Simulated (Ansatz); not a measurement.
# G0W0 on several functionals: BaTiO3 (Barioperovskite), part 2 of 2

One-shot GW is not self-consistent; how far does the start matter for BaTiO3 (Barioperovskite)?

Ansatz 0.2.0; G0W0 on several functionals, plane waves, PAW. Known limits of the many-body steps: not at the basis limit; no spin-orbit coupling; coarse k mesh.

So far. Step 3 (G0W0 on r2SCAN): Against the run with 4×4×4 mesh, 146 empty bands, screening to 100 eV, PAW set soft_1 files on LDA, the gap moves by −0.10 eV, while the start moved by +0.44 eV. Step 4 (G0W0 on HSE06): Against the run with 4×4×4 mesh, 146 empty bands, screening to 100 eV, PAW set soft_1 files on r2SCAN, the gap moves by +0.29 eV, while the start moved by +1.05 eV.

In doubt: masses and optical values from hybrid runs of this build are listed as unsure (steps 4, 5, 6), which bears on the screening that GW takes from such a start.

### 5. G0W0 on PBE0

This step: G0W0 on PBE0, plane waves, PAW; PAW set soft_1.

input.yaml reads:

```yaml
crystal:
  lattice:
    - [3.9855, 0.0, 0.0]
    - [0.0, 2.8369, 2.84515]
    - [0.0, -2.8369, 2.84515]
  atoms:
    - { symbol: Ba, position: [0.0, 0.0, 0.0] }
    - { symbol: Ti, position: [0.5, 0.5124, 0.5124] }
    - { symbol: O, position: [0.0, 0.4874, 0.4874] }
    - { symbol: O, position: [0.5, 0.50524, 0.99184] }
    - { symbol: O, position: [0.5, 0.99184, 0.50524] }
kpoints:
  mp_grid: { grid: [4, 4, 4] }
hamiltonian:
  xc: pbe0
  pseudopotentials: { kind: paw, azcp: { folder: soft_1 } }
scf:
  occupations: { method: fixed }
gw:
  n_empty_bands: 146
  ecut_chi: 100
  qp_bands: [v2, c2]
  qp_kpoints: band_edges
  screening: { model: contour_deformation }
```

Started as:

```console
$ ansatz run input.yaml --threads 2 --pin off --max-ram 73728MiB --backend cuda --events-out ev --progress --plain --runs-dir out --devices 1 --max-vram 13GiB
```

Numbers of over 12 decimals in the logs are rounded to 6 here.

Log:

```text
GPUs: using 1 of 1 available (devices: 1).
[...]
GPU FFT provider: cuFFT
GPU libraries: cuBLAS 13.8.2, cuFFT 12.4.0, cuSOLVER 12.3.4
Crystal: 5 atoms, lattice volume = 64.337 Å³
Basis set: ecut = 420 eV, 1249 PW (Γ)
Bands: 25, of which v1, the nominal top of the filled ones, is band 20 counted from 1 (19 counted from 0)
Symmetry: 4 space group operations
[...]
k-points: 21 of 64 (time reversal used)
[...]
1    21     13.0348   -12.3019    -5.7387   -18.5922  0.7855    13.5896    13.5864  root
     1    22     13.8721   -13.2441    -5.7688   -19.6012  0.7733    14.4645    14.4604  root
[...]
20    19      8.7990   -25.9321     4.3742   -22.2939  0.7752     9.5295     9.5350  root
    20    20      8.8118   -25.9294     4.3700   -22.2967  0.7752     9.5435     9.5490  root
    20    21     15.4834   -14.1410    -6.6201   -21.3550  0.7416    16.0832    16.0773  root
    20    22     15.5368   -14.1831    -6.6742   -21.4561  0.7397    16.1417    16.1356  root
[key lines of the parts left out:]
Free energy (F): -10163.085787 eV
Fermi energy:    8.811812 eV
```

Wall time 36 s (1 × NVIDIA H100 80GB HBM3 (shared by 6 runs) with 2 threads of AMD EPYC 7R13 (Zen 3), shared host); peak memory 1.5 GiB; 39 s of CPU time.

This step gave:

```
bands summed                                 : 166
RPA ε∞ on this mesh (eigenvalues)            : 4.323, 4.355, 4.374
plane waves in the screening matrix          : 147
G0W0 gap on the mesh                         : 3.856 eV
k of the valence top                         : -0.5, -0.5, -0.5
k of the conduction bottom                   : 0, 0, 0
starting gap on the mesh                     : 4.059 eV
least direct G0W0 gap on the computed points : 4.029 eV
```

Against the run with 4×4×4 mesh, 146 empty bands, screening to 100 eV, PAW set soft_1 files on HSE06, the gap moves by +0.27 eV, while the start moved by +0.75 eV.

### 6. G0W0 on Hartree-Fock

This step: G0W0 on Hartree-Fock, plane waves, PAW; PAW set soft_1.

Changes to input.yaml since step 5:

```diff
@@ -14,3 +14,3 @@
 hamiltonian:
-  xc: pbe0
+  xc: hf
   pseudopotentials: { kind: paw, azcp: { folder: soft_1 } }
```

Log:

```text
GPUs: using 1 of 1 available (devices: 1).
[...]
GPU FFT provider: cuFFT
GPU libraries: cuBLAS 13.8.2, cuFFT 12.4.0, cuSOLVER 12.3.4
Crystal: 5 atoms, lattice volume = 64.337 Å³
Basis set: ecut = 420 eV, 1249 PW (Γ)
Bands: 25, of which v1, the nominal top of the filled ones, is band 20 counted from 1 (19 counted from 0)
Symmetry: 4 space group operations
[...]
k-points: 21 of 64 (time reversal used)
[...]
1    21     17.8077   -10.5244    -4.0854   -10.5419  0.8825    13.7865    13.7399  root
     1    22     18.7287   -11.2836    -4.1077   -11.2942  0.8771    14.6820    14.6316  root
[...]
20    19      5.4984   -26.2131     3.3223   -26.1965  0.8735     8.7729     8.8041  root
    20    20      5.5131   -26.2148     3.3221   -26.1985  0.8735     8.7876     8.8189  root
    20    21     20.8756   -12.5604    -4.4916   -12.5628  0.8604    16.4617    16.3865  root
    20    22     20.9641   -12.7025    -4.5449   -12.7041  0.8584    16.4994    16.4207  root
[key lines of the parts left out:]
Free energy (F): -10043.987370 eV
Fermi energy:    5.513110 eV
```

Elapsed: 44 s, on 1 × NVIDIA H100 80GB HBM3 (shared by 6 runs) with 2 threads; peak memory 1.6 GiB; 44 s of CPU time.

Numbers from this step:

- bands summed: 166
- RPA ε∞ on this mesh (eigenvalues): 2.411, 2.415, 2.419
- plane waves in the screening matrix: 147
- G0W0 gap on the mesh: 4.772 eV
- k of the valence top: -0.5, -0.5, -0.5
- k of the conduction bottom: 0, 0, 0
- starting gap on the mesh: 12.10 eV
- least direct G0W0 gap on the computed points: 5.017 eV

Against the run with 4×4×4 mesh, 146 empty bands, screening to 100 eV, PAW set soft_1 files on PBE0, the gap moves by +0.92 eV, while the start moved by +8.04 eV.

### 7. The starts together

All on the 4×4×4 mesh with 146 empty bands and screening to 100 eV. Times are wall times on 1 × NVIDIA H100 80GB HBM3 (shared by 6 runs) with 2 threads of AMD EPYC 7R13 (Zen 3), shared host, good to a factor of about two.

```csv
start,starting gap (eV),shift (eV),G0W0 gap (eV),RPA ε∞ (harmonic mean),"Z (valence, conduction)",time
LDA,1.82,+1.58,3.40,6.62,"0.71, 0.73",7.9 s
r2SCAN,2.26,+1.05,3.30,5.67,"0.73, 0.74",10 s
HSE06,3.31,+0.28,3.59,4.69,"0.76, 0.78",32 s
PBE0,4.06,−0.20,3.86,4.35,"0.78, 0.79",36 s
Hartree-Fock,12.10,−7.32,4.77,2.42,"0.87, 0.88",44 s
```

How the two edges are built up, in eV (the quasiparticle level is the starting level plus Σx plus Σc less Vxc):

| run | edge | start | Σx | Σc | Vxc | Z | QP |
| --- | --- | --- | --- | --- | --- | --- | --- |
| LDA | valence top | 9.84 | -25.75 | 4.83 | -20.90 | 0.71 | 9.81 |
| LDA | conduction bottom | 11.66 | -12.63 | -6.39 | -20.57 | 0.73 | 13.22 |
| r2SCAN | valence top | 9.91 | -25.91 | 4.79 | -21.24 | 0.73 | 10.03 |
| r2SCAN | conduction bottom | 12.17 | -12.59 | -6.28 | -20.03 | 0.74 | 13.33 |
| HSE06 | valence top | 9.20 | -25.92 | 4.51 | -21.89 | 0.76 | 9.68 |
| HSE06 | conduction bottom | 12.52 | -12.02 | -5.87 | -18.64 | 0.78 | 13.27 |
| PBE0 | valence top | 8.81 | -25.93 | 4.37 | -22.30 | 0.78 | 9.55 |
| PBE0 | conduction bottom | 12.87 | -12.00 | -5.71 | -18.25 | 0.79 | 13.40 |

For a hybrid start, Vxc holds its share of exact exchange.

### 8. Outcome

```yaml
g0w0_lda: 3.40 eV (start 1.82 eV)
g0w0_r2scan: 3.30 eV (start 2.26 eV)
g0w0_hse06: 3.59 eV (start 3.31 eV)
g0w0_pbe0: 3.86 eV (start 4.06 eV)
g0w0_hartree_fock: 4.77 eV (start 12.10 eV)
known_limits: not at the basis limit; no spin-orbit coupling; coarse k mesh
```

In words: The starting gaps span 10.28 eV and the G0W0 gaps 1.47 eV. Between LDA and Hartree-Fock, 1.37 eV of the 10.28 eV survives, 13 %. The order is not kept throughout: r2SCAN starts 0.44 eV above LDA and ends 0.10 eV below it, so orbitals matter beside the gap. Hartree-Fock screens less than LDA (ε∞ 2.42 against 6.62). Of the 1.37 eV by which its G0W0 gap is higher, the correlation part gives +3.85 eV, and exchange with the one-particle terms, which follow the orbitals, −2.49 eV. On PBE0 and Hartree-Fock the correction is negative: that start lies above its own G0W0 value. The smallest correction, −0.20 eV, is on PBE0, the start nearest to reproducing itself, though another is as near within the errors. Bands and cutoff are finite, so the gap is not at the basis limit. The miss can reach some tenths of an eV and take either sign; the mesh is an error of its own. The 4×4×4 mesh is coarse for this cell (its supercell is 16 Å along the shortest edge). The RPA ε∞ on it, from the LDA start, is 6.56, 6.62 and 6.69; such meshes misread the long-range screening, most where the gap is narrow. The program warns that the mesh is coarse for exact exchange, which bears on the hybrid start's gap. The many-body steps are scalar-relativistic: spin-orbit coupling is not in them.

[Paths, hosts, dates, memory and timing lines, banners, echoed tables and standing remarks are left out of the program output.]

[Logs are printed without paths, hosts, clocks, repeated set-up lines and the standing remarks that a program may print on its own settings, such as how far it seeks lower states.]

[Runs of the session that timed out or met a known fault of the program may be left out.]

[Cells called generated may have been cut or substituted from an entry of the Crystallography Open Database or the Materials Project.]

[Hosts, paths, dates, database ids (printed as entryN), source tags and the programs' standing remarks are cut or masked in the printed files.]
